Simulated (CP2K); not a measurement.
Consider 2-aminooxazole at its PBE geometry (Å).

```xyz
10

N     1.9648    0.0975   -0.3097
C     0.6130   -0.0570   -0.1176
N    -0.0988   -1.1481   -0.2182
C    -1.4096   -0.7061   -0.0155
C    -1.4230    0.6321    0.2061
O    -0.1008    1.0827    0.1395
H     2.3892    0.8824    0.1744
H     2.4845   -0.7708   -0.2302
H    -2.2466   -1.3953   -0.0449
H    -2.1727    1.3826    0.4160
```

Method: CP2K XAS_TDP, all-electron GAPW, PBEh(45%), aug-cc-pVDZ, TDA, GW2X-corrected core level, no relativity.

**Question.** Predict the bright core excitations at the C K edge.

Leading lines: C2 290.15 eV, C4 288.35 eV and C5 288.84 eV. The leading line of an atom is its first one with 35 % of the strongest within 2.5 eV of its lowest line over the strength cut. Core ionisation energies at this level: C4 292.61, C5 293.18 and C2 295.21 eV.

The first six lines of each atom with a strength over 0.0015:

```
                     atom  energy (eV)  states  strength, one atom  above the computed threshold
 C2 (bonded to 2 N and O)       290.15       1              0.0699                              
                                294.13       1              0.0037                              
                                294.19       1              0.0146                              
                                294.76       1              0.0085                              
                                295.43       1              0.0185                           yes
                                296.10       1              0.0051                           yes
C4 (bonded to C, N and H)       288.35       1              0.0524                              
                                290.91       1              0.0094                              
                                291.32       1              0.0022                              
                                291.51       1              0.0034                              
                                291.86       1              0.0021                              
                                292.41       1              0.0019                              
C5 (bonded to C, O and H)       288.84       1              0.0496                              
                                291.18       1              0.0218                              
                                291.58       1              0.0106                              
                                292.35       1              0.0085                              
                                292.47       1              0.0021                              
                                292.63       1              0.0039
```

Lines are vertical, at one geometry, with no vibrational structure. GW2X ionisation energies and lines can be off by 1 to 2 eV either way, and a good line position may hide errors that cancel. These values hold no scalar relativity, about 0.1 eV for C 1s. Rydberg lines, and the discretised continuum above threshold, depend on the basis and the box.

[Banner, clock and machine lines of the logs are left out without a mark of their own.]

[Logs are printed without paths, hosts, clocks, repeated set-up lines and the standing remarks that a program may print on its own settings, such as how far it seeks lower states.]

[Hosts, paths, dates, database ids (printed as entryN), source tags and the programs' standing remarks are cut or masked in the printed files.]
